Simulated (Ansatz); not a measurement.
# (SrO)3(MgS)1 [001] superlattice, started as rocksalt type: relaxing the cell for a phonon run

Task: relax (SrO)3(MgS)1 [001] superlattice, started as rocksalt type tightly.

Calculated with Ansatz 0.2.0; DFT PBEsol, scalar-relativistic, plane waves, PAW.

The structure was built from a prototype and need not be the compound's stable phase.

**1. The starting structure**

The structure is tetragonal, space group P4/mmm (No. 123). The conventional cell has a = 3.656 Å, b = 3.656 Å, c = 10.340 Å, α = 90.00°, β = 90.00°, γ = 90.00°. Nearest to Mg lie 4 S at 2.58 Å and 2 O at 2.58 Å. O has 1 Mg at 2.58 Å and 5 Sr at 2.58 Å nearest. Nearest to O lie 6 Sr at 2.58 Å. S has 4 Mg at 2.58 Å and 2 Sr at 2.58 Å nearest. Nearest to Sr lie 5 O at 2.58 Å and 1 S at 2.58 Å. Nearest to Sr lie 6 O at 2.58 Å. Farther neighbours and most contacts between anions are not listed.

**2. A coarse first look**

A quick single point on a coarse mesh tells whether the cell has a gap and how far it is from rest, which sets the k mesh and smearing that follow.

Contents of input.yaml:

```yaml
crystal:
  lattice:
    - [2.585, 2.585, 0.0]
    - [-2.585, 2.585, 0.0]
    - [0.0, 0.0, 10.34]
  atoms:
    - { symbol: Mg, position: [0.5, 0.5, 0.75] }
    - { symbol: O, position: [0.5, 0.5, 0.0] }
    - { symbol: O, position: [1.0, 0.0, 0.25] }
    - { symbol: O, position: [0.5, 0.5, 0.5] }
    - { symbol: S, position: [1.0, 0.0, 0.75] }
    - { symbol: Sr, position: [0.0, 0.0, 0.0] }
    - { symbol: Sr, position: [0.5, 0.5, 0.25] }
    - { symbol: Sr, position: [0.0, 0.0, 0.5] }
kpoints:
  mp_grid: { grid: [6, 6, 2] }
hamiltonian:
  xc: pbesol
scf:
  occupations: { method: gaussian, width: 0.1 }
output:
  forces: true
  stress: true
  eigenvalues: true
```

The run is started by

```bash
ansatz run input.yaml --threads 8 --pin off --max-ram 14336MiB --backend cpu --events-out ev --progress --plain --runs-dir out
```

Numbers of over 12 decimals in the logs are rounded to 6 here.

Output:

```text
Engine: ansatz 0.2.0, x86_64-unknown-linux-gnu
Pseudopotentials: kind: paw
Pseudopotential: Mg, paw, valence charge 10, recommended cutoff 420 eV (normal), Mg.paw.azcp
Pseudopotential: O, paw, valence charge 6, recommended cutoff 420 eV (normal), O.paw.azcp
Pseudopotential: S, paw, valence charge 6, recommended cutoff 420 eV (normal), S.paw.azcp
[...]
k-point 0: bands = [... 28 lower, 7.2650, 7.3749, 7.3749, 7.4018, 10.3632, 10.7188, 11.7771, 12.0353, ... 3 higher]
  k-point 1: bands = [... 28 lower, 7.2971, 7.2971, 7.3250, 7.3250, 10.6585, 10.8958, 11.1761, 11.9111, ... 3 higher]
  k-point 2: bands = [... 28 lower, 6.9977, 7.0143, 7.1020, 7.3124, 11.0870, 11.5119, 12.3473, 12.6213, ... 3 higher]
  k-point 19: bands = [... 28 lower, 7.0495, 7.0495, 7.1510, 7.1510, 10.5085, 11.5311, 11.5311, 11.5388, ... 3 higher]
[key lines of the parts left out:]
SCF converged after 6 iterations
Free energy (F): -14967.299952 eV
Fermi energy:    8.869176 eV
P = ⅓ Tr σ = 0.7375 GPa (7.375 kbar)
```

Run time: 2.3 s. Hardware: 8 threads of Intel Xeon Platinum 8559C (Emerald Rapids), shared host; peak memory 0.62 GiB; 7 s of CPU time.

A gap read on the k-mesh alone can miss the band edges.

Numbers from this step:

```
pressure           : 0.7375 GPa
gap on the k-mesh  : 2.935 eV
volume per atom    : 17.27 Å³
direct gap on mesh : 2.961 eV
```

The coarse mesh shows a gap of 2.93 eV and a pressure of 0.7 GPa.

**3. Rough relaxation**

A rough relaxation comes first, because large forces or stress need no tight tolerances yet.

Edit input.yaml of step 2 so:

```diff
@@ -24 +24,6 @@
   eigenvalues: true
+relax:
+  adjacent_minimum: "off"
+  f_tol: 0.05
+  max_steps: 80
+  cell: { stress_tol: 0.5 }
```

Output:

```text
[...]
Crystal: 8 atoms, lattice volume = 138.188 Å³
Basis set: ecut = 420 eV, 2699 PW (Γ), exchange–correlation on 50×50×144 points (8 copies of the dense FFT grid, shifted against one another)
Bands: 40, of which v1, the nominal top of the filled ones, is band 32 counted from 1 (31 counted from 0)
Symmetry: 16 space group operations
[...]
k-points: 20 of 72
[...]
- [2.543502, 2.543502, 0.0]
    - [-2.543502, 2.543502, 0.0]
    - [0.0, 0.0, 10.732990]
  atoms:
    - { symbol: Mg, position: [0.5, 0.5, 0.75] }
    - { symbol: O, position: [0.5, 0.5, 0.00835329] }
    - { symbol: O, position: [1.0, 0.0, 0.250000] }
    - { symbol: O, position: [0.5, 0.5, 0.491647] }
    - { symbol: S, position: [1.0, 0.0, 0.75] }
    - { symbol: Sr, position: [0, 0, 0.013771] }
    - { symbol: Sr, position: [0.5, 0.5, 0.250000] }
    - { symbol: Sr, position: [0, 0, 0.486229] }
[key lines of the parts left out:]
SCF converged after 6 iterations
Free energy (F): -14967.676685 eV
Fermi energy:    8.805973 eV
P = ⅓ Tr σ = 0.0519 GPa (0.519 kbar)
```

Run time: 7 s. Hardware: 8 threads; peak memory 0.67 GiB.

Step by step:

| step | energy less that of the first step (eV) | largest force component (eV/Å) | pressure (GPa) | volume (Å³) |
| --- | --- | --- | --- | --- |
| 1 | 0.0000 | 2.1170 | 0.74 | 138.19 |
| 2 | -0.1302 | 1.5743 | 0.03 | 137.75 |
| 3 | -0.3408 | 0.2269 | -0.25 | 138.53 |
| 4 | -0.3632 | 0.0710 | -0.08 | 138.60 |
| 5 | -0.3727 | 0.0213 | 0.01 | 138.87 |
| 6* | -0.3767 | 0.0213 | 0.05 | 138.87 |

Relaxation steps marked * repeat the geometry before them on a plane-wave basis chosen anew for their cell, so energy and pressure can jump there.

Forces are held to the 16 operations that the run works with; a distortion that breaks them can't arise in this run.

| conventional cell, symmetrised | before | after | change |
| --- | --- | --- | --- |
| a (Å) | 3.656 | 3.597 | -1.6 % |
| b (Å) | 3.656 | 3.597 | -1.6 % |
| c (Å) | 10.340 | 10.733 | +3.8 % |
| volume (Å³/atom) | 17.27 | 17.36 | +0.5 % |

The atoms that moved most (Å, as changes of fractional coordinates times the final cell):

| atom | dx | dy | dz | length |
| --- | --- | --- | --- | --- |
| Sr8 | 0.000 | 0.000 | -0.148 | 0.148 |
| Sr6 | 0.000 | 0.000 | 0.148 | 0.148 |
| O4 | 0.000 | 0.000 | -0.090 | 0.090 |
| O2 | 0.000 | 0.000 | 0.090 | 0.090 |

Numbers from this step:

- pressure: 0.05188 GPa
- gap on the k-mesh: 2.781 eV
- volume per atom: 17.36 Å³
- direct gap on mesh: 2.940 eV

In this step the volume went from 17.27 to 17.36 Å³/atom.

**4. Relaxation**

Harmonic phonons are second derivatives at a point where the forces vanish, and they are wanted at zero stress, so atoms and cell are relaxed first.

Contents of input.yaml:

```yaml
crystal:
  lattice:
    - [2.5435022992, 2.5435022992, 0.0]
    - [-2.5435022992, 2.5435022992, 0.0]
    - [0.0, 0.0, 10.7329904481]
  atoms:
    - { symbol: Mg, position: [0.5, 0.5, 0.75] }
    - { symbol: O, position: [0.5, 0.5, 0.0083532895] }
    - { symbol: O, position: [1.0, 0.0, 0.25] }
    - { symbol: O, position: [0.5, 0.5, 0.4916467105] }
    - { symbol: S, position: [1.0, 0.0, 0.75] }
    - { symbol: Sr, position: [0.0, 0.0, 0.0137708617] }
    - { symbol: Sr, position: [0.5, 0.5, 0.25] }
    - { symbol: Sr, position: [0.0, 0.0, 0.4862291383] }
kpoints:
  mp_grid: { grid: [6, 6, 2] }
hamiltonian:
  xc: pbesol
scf:
  occupations: { method: gaussian, width: 0.02 }
output:
  forces: true
  stress: true
  eigenvalues: true
  write_density: true
  write_potential: true
  elf: true
  volumetric_format: npy
relax:
  adjacent_minimum: "off"
  f_tol: 0.005
  max_steps: 80
  cell: { stress_tol: 0.05 }
```

Output:

```text
[...]
Crystal: 8 atoms, lattice volume = 138.872 Å³
Basis set: ecut = 420 eV, 2683 PW (Γ), exchange–correlation on 50×50×144 points (8 copies of the dense FFT grid, shifted against one another)
Bands: 40, of which v1, the nominal top of the filled ones, is band 32 counted from 1 (31 counted from 0)
Symmetry: 16 space group operations
[...]
k-points: 20 of 72
[...]
SCF iter   1: F=—  HF=-14967.724868 eV  |F-HF|=—  |Δ(HF+E_count)|=         —  Δρ=1.24e-2  dr2=2.04e-1  ethr=1.77e-3  ⟨swp⟩=12.1  Hψ=4701  notcnv=0  defer=4
[...]
SCF iter   7: F=-14967.676685 eV  HF=-14967.676685 eV  |F-HF|=5.55e-9  |Δ(HF+E_count)|=   1.18e-8  Δρ=3.84e-6  dr2=2.40e-8  ethr=1.56e-10  ⟨swp⟩=16.4  Hψ=6899  notcnv=0
SCF 1 converged in 7 iterations: F = -14967.676685 eV  dr2 = 2.40e-8
[...]
relax step   1: F+E_penalty+E_count = -14967.67668480 eV  Δ(F+E_penalty+E_count) = +0.000e0 eV  max|allowed force component| = 2.131e-2 eV/Å  Δτ_max = 0.0000 Å  P = +0.052 GPa  Ω = 138.872 Å³  (7 SCF iters, dr2 threshold 1.00e-7 eV, accepted)
Crystal: 8 atoms, lattice volume = 139.191 Å³
Basis set: ecut = 420 eV, 2691 PW (Γ), exchange–correlation on 50×50×144 points (8 copies of the dense FFT grid, shifted against one another)
[...]
SCF iter   6: F=-14967.676346 eV  HF=-14967.676346 eV  |F-HF|=7.04e-10  |Δ(HF+E_count)|=  5.38e-10  Δρ=9.88e-7  dr2=1.62e-9  ethr=3.32e-11  ⟨swp⟩=7.7  Hψ=5707  notcnv=0
SCF 2 converged in 6 iterations: F = -14967.676346 eV  dr2 = 1.62e-9
relax step   2: F+E_penalty+E_count = -14967.67634638 eV  Δ(F+E_penalty+E_count) = +3.384e-4 eV  max|allowed force component| = 5.093e-2 eV/Å  Δτ_max = 0.0099 Å  P = -0.074 GPa  Ω = 139.191 Å³  energy of the carried Pulay correction = -5.798e-4 eV  (6 SCF iters, dr2 threshold 1.70e-7 eV, accepted)
Crystal: 8 atoms, lattice volume = 139.357 Å³
Basis set: ecut = 420 eV, 2693 PW (Γ), exchange–correlation on 50×50×144 points (8 copies of the dense FFT grid, shifted against one another)
[...]
SCF iter   6: F=-14967.675810 eV  HF=-14967.675810 eV  |F-HF|=1.60e-9  |Δ(HF+E_count)|=   7.16e-9  Δρ=1.35e-6  dr2=2.78e-9  ethr=4.79e-11  ⟨swp⟩=8.7  Hψ=6016  notcnv=0
SCF 3 converged in 6 iterations: F = -14967.675810 eV  dr2 = 2.78e-9
relax step   3: F+E_penalty+E_count = -14967.67581019 eV  Δ(F+E_penalty+E_count) = +5.362e-4 eV  max|allowed force component| = 5.681e-2 eV/Å  Δτ_max = 0.0091 Å  P = -0.137 GPa  Ω = 139.357 Å³  energy of the carried Pulay correction = -8.816e-4 eV  (6 SCF iters, dr2 threshold 1.62e-7 eV, rejected (line search))
[...]
relax step   4: F+E_penalty+E_count = -14967.67678951 eV  Δ(F+E_penalty+E_count) = -4.431e-4 eV  max|allowed force component| = 6.325e-4 eV/Å  Δτ_max = 0.0034 Å  P = -0.005 GPa  Ω = 139.080 Å³  energy of the carried Pulay correction = -3.783e-4 eV  (8 SCF iters, accepted)
[...]
SCF iter   1: F=—  HF=-14967.676947 eV  |F-HF|=—  |Δ(HF+E_count)|=         —  Δρ=3.92e-5  dr2=9.14e-8  ethr=5.10e-7  ⟨swp⟩=3.9  Hψ=7059  notcnv=0
eigensolver tolerance schedule: the retry pair's looser diagonalisation over-reported the residual by 3569.31 of it (diagonalisation noise at 1.42 of the residual, at the tolerance the schedule requests for it); recorded, not acted on — ethr = c·dr2/N_el stays at c = 1.0e-1
[...]
SCF iter   2: F=—  HF=-14967.677100 eV  |F-HF|=—  |Δ(HF+E_count)|=   1.53e-4  Δρ=1.96e-5  dr2=2.21e-8  ethr=1.43e-10  ⟨swp⟩=3.5  Hψ=2108  notcnv=0
[...]
SCF iter   6: F=-14967.677102 eV  HF=-14967.677102 eV  |F-HF|=2.36e-11  |Δ(HF+E_count)|=   1.94e-9  Δρ=7.32e-8  dr2=1.36e-12  ethr=1.00e-12  ⟨swp⟩=5.9  Hψ=4245  notcnv=0
SCF 5 converged in 6 iterations: F = -14967.677102 eV  dr2 = 1.36e-12
relax step   5: F+E_penalty+E_count = -14967.67710241 eV  Δ(F+E_penalty+E_count) = -3.129e-4 eV  max|allowed force component| = 6.400e-4 eV/Å  Δτ_max = 0.0000 Å  P = -0.000 GPa  Ω = 139.080 Å³  stress off target by 1.70e-3 GPa  SCF on the basis re-selected at this cell (its energy is not comparable with the rows above)  (6 SCF iters)
[...]
SCF converged after 6 iterations
Free energy (F): -14967.677102 eV
[...]
Internal energy: -14967.677102 eV  (E = F + TS)
E sigma→0 (E₀):  -14967.677102 eV
Fermi energy:    8.765648 eV
[...]
--- Forces (eV/Å), atoms counted from 1 ---
  atom   1  Mg    -0.00000000    -0.00000000     0.00000000
  atom   2  O      0.00000000    -0.00000000    -0.00064001
  atom   3  O      0.00000000    -0.00000000    -0.00000000
  atom   4  O      0.00000000    -0.00000000     0.00064001
  atom   5  S     -0.00000000    -0.00000000     0.00000000
  atom   6  Sr    -0.00000000    -0.00000000    -0.00057138
  atom   7  Sr     0.00000000    -0.00000000     0.00000000
  atom   8  Sr     0.00000000    -0.00000000     0.00057138
  max |Σ_I F_I| component: 9.61e-28 eV/Å
--- Stress (GPa, compression-positive) ---
       -0.001350      -0.000000      -0.000000
       -0.000000      -0.001350      -0.000000
       -0.000000      -0.000000       0.001701
  P = ⅓ Tr σ = -0.0003 GPa (-0.003 kbar)
--- Band table (eV; the first three rows and the last of 20) ---
  k-point 0: bands = [... 28 lower, 7.3194, 7.3194, 7.3989, 7.3989, 10.4071, 10.5877, 11.7254, 12.1226, ... 4 higher]
  k-point 1: bands = [... 28 lower, 7.3497, 7.3497, 7.3661, 7.3661, 10.6408, 10.7315, 11.3955, 11.9424, ... 4 higher]
  k-point 2: bands = [... 28 lower, 6.8399, 7.0281, 7.1068, 7.1097, 11.1776, 11.3638, 12.3284, 12.6128, ... 4 higher]
  k-point 19: bands = [... 28 lower, 7.1272, 7.1272, 7.1669, 7.1669, 10.2676, 11.1085, 11.1085, 11.6525, ... 4 higher]
--- Relaxed structure (4 steps of the walk, 3 accepted, 1 SCFs on fresh bases) ---
[...]
cell:  # Å, volume = 139.0798 Å³
    - [2.542018, 2.542018, 0.0]
    - [-2.542018, 2.542018, 0.0]
    - [0.0, 0.0, 10.761602]
  atoms:
    - { symbol: Mg, position: [0.500000, 0.500000, 0.750000] }
    - { symbol: O, position: [0.500000, 0.500000, 0.00913902] }
    - { symbol: O, position: [1.000000, 0.0, 0.25] }
    - { symbol: O, position: [0.500000, 0.500000, 0.490861] }
    - { symbol: S, position: [1.000000, 0.0, 0.750000] }
    - { symbol: Sr, position: [0, 0.0, 0.013899] }
    - { symbol: Sr, position: [0.500000, 0.500000, 0.25] }
    - { symbol: Sr, position: [0, 0, 0.486101] }
```

Wall time 7.5 s (8 threads); peak memory 0.68 GiB.

Relaxation path:

| step | energy less that of the first step (eV) | largest force component (eV/Å) | pressure (GPa) | volume (Å³) |
| --- | --- | --- | --- | --- |
| 1 | 0.0000 | 0.0213 | 0.05 | 138.87 |
| 2 | 0.0003 | 0.0509 | -0.07 | 139.19 |
| 3 | 0.0009 | 0.0568 | -0.14 | 139.36 |
| 4 | -0.0001 | 0.0006 | 0.00 | 139.08 |
| 5* | -0.0004 | 0.0006 | 0.00 | 139.08 |

Relaxation steps marked * repeat the geometry before them on a plane-wave basis chosen anew for their cell, so energy and pressure can jump there. Relaxation step 3 was tried and not accepted.

The run keeps the 16 symmetry operations that it works with, so distortions that break them were not tested.

| conventional cell, symmetrised | before | after | change |
| --- | --- | --- | --- |
| a (Å) | 3.597 | 3.595 | -0.1 % |
| b (Å) | 3.597 | 3.595 | -0.1 % |
| c (Å) | 10.733 | 10.762 | +0.3 % |
| volume (Å³/atom) | 17.36 | 17.38 | +0.1 % |

This step gave:

```
pressure           : -3.33e-4 GPa
gap on the k-mesh  : 2.733 eV
volume per atom    : 17.38 Å³
direct gap on mesh : 2.889 eV
```

Valence density in the ac plane at fractional y = 0.000, with atoms of O and S and Sr within 0.2 Å of it. It is the smooth field of the valence electrons, not physical close to the nuclei.

Ten even steps from '_' (0.0 e/Å³) to '@' (6.6 e/Å³), each cell a mean:
```
----::..______________..::--
....______________________..
____________________________
____________________________
......__________________....
__......______________....__
........______________......
....____________________....
____________________________
____________________________
::::..__________________..::
------..______________::----
::----..______________::----
--::..________________..::::
____________________________
____________________________
--::..__________________..::
@@##--..______________..==%%
##++::________________..--**
....______________________..
____________________________
....______________________..
----::..______________..----
::----..______________::----
```
Columns run along a (3.6 Å), rows up along c (10.8 Å). Atoms in or near the plane, at fractional coordinates: O at (0.00, 0.25), S at (0.00, 0.75), Sr at (0.00, 0.01), Sr at (0.00, 0.49).

[end of part 1 of 2]

[Logs are printed without paths, hosts, clocks, repeated set-up lines and the standing remarks that a program may print on its own settings, such as how far it seeks lower states.]

[Hosts, paths, dates, database ids (printed as entryN), source tags and the programs' standing remarks are cut or masked in the printed files.]
